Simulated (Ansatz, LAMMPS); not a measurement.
# Elastic response of glassy 55SiO2-45BaO (mol %) (107 atoms): runs compared

How stiff is glassy 55SiO2-45BaO (mol %) (107 atoms), and how do its levels respond to strain?

Computed with Ansatz 0.2.0: Kohn-Sham DFT, PBE, PAW (set soft_2), plane waves.

### 1. The cell as built

The cell holds 107 atoms: 23 Si, 19 Ba and 65 O. Its edges and angles: a = 12.124 Å, b = 12.124 Å, c = 12.124 Å, α = 90.0°, β = 90.0°, γ = 90.0°. 107 atoms (23 Si, 19 Ba, 65 O) placed at random at 3.99 g/cm³, melted at 4000 K for 10 ps at fixed volume with the Morse and Coulomb pair potential with partial charges (Pedone, Malavasi, Menziani, Cormack and Segre, J. Phys. Chem. B 110, 11780 (2006)). Quenched from 4000 K to 300 K at 100 K/ps and fixed volume, held 10 ps at zero pressure, then minimised at fixed cell.

What the set-up can't give: The quench rate of 100 K/ps is orders of magnitude faster than experiment, which tends to freeze in extra defects. The network of bonds at the start is that of the classical potential that made the cell, and needn't be the one that DFT or experiment would give. The Brillouin zone is sampled at Γ only. Spin–orbit coupling is left out, which matters for the levels of the heavy elements.

### 2. The reference run

The reference is a single point at the end of the relaxation.

Every strained cell starts from the geometry of this run, and its atoms are relaxed with the cell held.

Its input, with most atom lines left out:

```yaml
crystal:
  lattice:
    - [12.00832, 0.28319, 0.00949]
    - [0.28319, 12.0359, -0.10495]
    - [0.00949, -0.10495, 12.47367]
  atoms:
    - { symbol: Si, position: [0.62985, 0.97132, 0.57281] }
    - { symbol: Si, position: [0.74265, 0.56789, 0.30845] }
    - { symbol: Si, position: [0.29173, 0.62395, 0.87114] }
    - { symbol: Si, position: [0.33052, 0.23944, 0.9558] }
    - { symbol: Si, position: [0.30268, 0.20123, 0.34985] }
    - { symbol: Si, position: [0.14534, 0.38668, 0.43187] }
    - { symbol: Si, position: [0.69233, 0.16284, 0.84358] }
    [... atom lines 8 to 107 left out ...]
kpoints:
  mp_grid: { grid: [1, 1, 1] }
hamiltonian:
  xc: pbe
scf:
  occupations: { method: fixed }
output:
  forces: true
  stress: true
  populations: intrinsic
  dos:
    method: { smearing: { sigma: 0.1 } }
    de: 0.1
    projected: { site_lists: { Ba: [Ba], O: [O], Si: [Si] } }
  eigenvalues: true
  write_density: true
  write_potential: true
  volumetric_format: npy
```

| Item | Value |
| --- | --- |
| free energy per atom | -1539.2116 eV/atom |
| r.m.s. force component | 0.00768 eV/Å |
| pressure | 0.004473 GPa |

Filled and empty levels are parted by 3.50 eV (at Γ alone); a semilocal functional tends to put such gaps too low. In a disordered cell it changes from sample to sample, and tail or defect levels can set it.

### 3. The runs

Each row is one run, on 4 threads of Arm Neoverse V2, shared host. The free energy is the program's total, comparable only between runs with the same functional, potentials and atoms.

```tsv
run	atoms	outcome	ionic steps, all passes	free energy (eV)	time	host memory (GiB)
Single point at the start	107	converged	-	-164687.522	18 s	2.3
Cell and atoms relaxed	107	converged	18	-164695.640	5 min	2.3
Single point at the relaxed geometry	107	converged	-	-164695.640	32 s	2.5
Volume -3 %	107	converged	9	-164695.399	3.2 min	2.4
Volume +3 %	107	converged	8	-164695.442	3.2 min	2.6
Volume -6 %	107	converged	11	-164694.604	3.9 min	2.3
Volume +6 %	107	converged	8	-164694.895	3.3 min	2.6
Volume -10 %	107	converged	19	-164693.206	6.2 min	2.3
Stretched by 1 % along x	107	converged	5	-164695.599	2 min	2.5
Compressed by 1 % along x	107	converged	6	-164695.594	2.2 min	2.4
Sheared by 2 % in xy	107	converged	5	-164695.579	1.8 min	2.5
```

In some runs the program notes that the SCF threshold is loose for the stress.

### 4. Pressure against volume

Atoms are relaxed at each volume, in the scaled cell.

```tsv
volume change (%)	volume (Å³/atom)	energy change (meV/atom)	pressure (GPa)	largest move on relaxing (Å)	bonds	gap (eV)
-10	15.154	22.75	4.77	1.04	232	4.01
-6	15.828	9.69	3.23	0.32	222	3.70
-3	16.333	2.25	1.51	0.11	219	3.59
+0	16.838	0.00	0.00	-	214	3.50
+3	17.343	1.85	-1.16	0.27	212	3.41
+6	17.849	6.97	-2.13	0.51	209	3.32
```

### 5. Uniaxial strain and shear

Stress (GPa, compression positive) less that of the relaxed cell, atoms relaxed:

```tsv
strain	xx	yy	zz	xy	energy change (meV/atom)
stretched by 1 % along x	-0.829	-0.357	-0.269	0.035	0.39
compressed by 1 % along x	0.886	0.395	0.338	-0.033	0.44
sheared by 2 % in xy	0.067	0.018	0.126	-0.572	0.57
```

### 6. Findings

The bulk modulus, from the slope of pressure against ln V over the three points nearest the relaxed volume, is 44.6 GPa; between neighbouring points the slope runs 35, 55, 49, 39 and 34 GPa from the smallest volume up, without a steady fall, so no pressure derivative is given, and the cell yields more easily when compressed beyond -6 %. The count of bonds runs from 209 to 232 over the series, so at some points contacts cross the cutoffs. At -10 % and +6 % some atom moved by over 0.5 Å on relaxing, so those points may sit in another local minimum. The gap goes from 4.01 eV at the smallest volume to 3.32 eV at the largest, -4.0 eV per unit of ln V by a straight line, on the run's k-points. In the Cartesian axes of the cell, finite differences give C11 = 85.7, C12 = 37.6, C13 = 30.3 and C66 = 28.6 GPa (the shear of 2 % is the engineering strain, εxy = 0.01). The mean of C11, C12 and C13, which equals the bulk modulus in a cubic or isotropic solid, is 51.2 GPa: it lies 15 % over the bulk modulus from the volumes. For an isotropic solid C66 would equal (C11 − C12)/2 = 24.1 GPa; so small a sample needn't be isotropic, and C66 rests on one shear. With the bulk modulus and C66 as K and G, Young's modulus would be about 71 GPa and Poisson's ratio 0.24.

Caveats: Strains are finite and relaxations stop at the force tolerance of the input, which can leave moduli too stiff; they are those of a static cell at zero temperature. Volumes are changed with the cell's shape held, so in an anisotropic solid the modulus lies over the one under free hydrostatic load. The program notes that the SCF threshold of the relaxations is loose for the stress.

The DFT runs together took 32 min of wall time.

[Logs are printed without paths, hosts, clocks, repeated set-up lines and the standing remarks that a program may print on its own settings, such as how far it seeks lower states.]

[Hosts, paths, dates, database ids (printed as entryN), source tags and the programs' standing remarks are cut or masked in the printed files.]
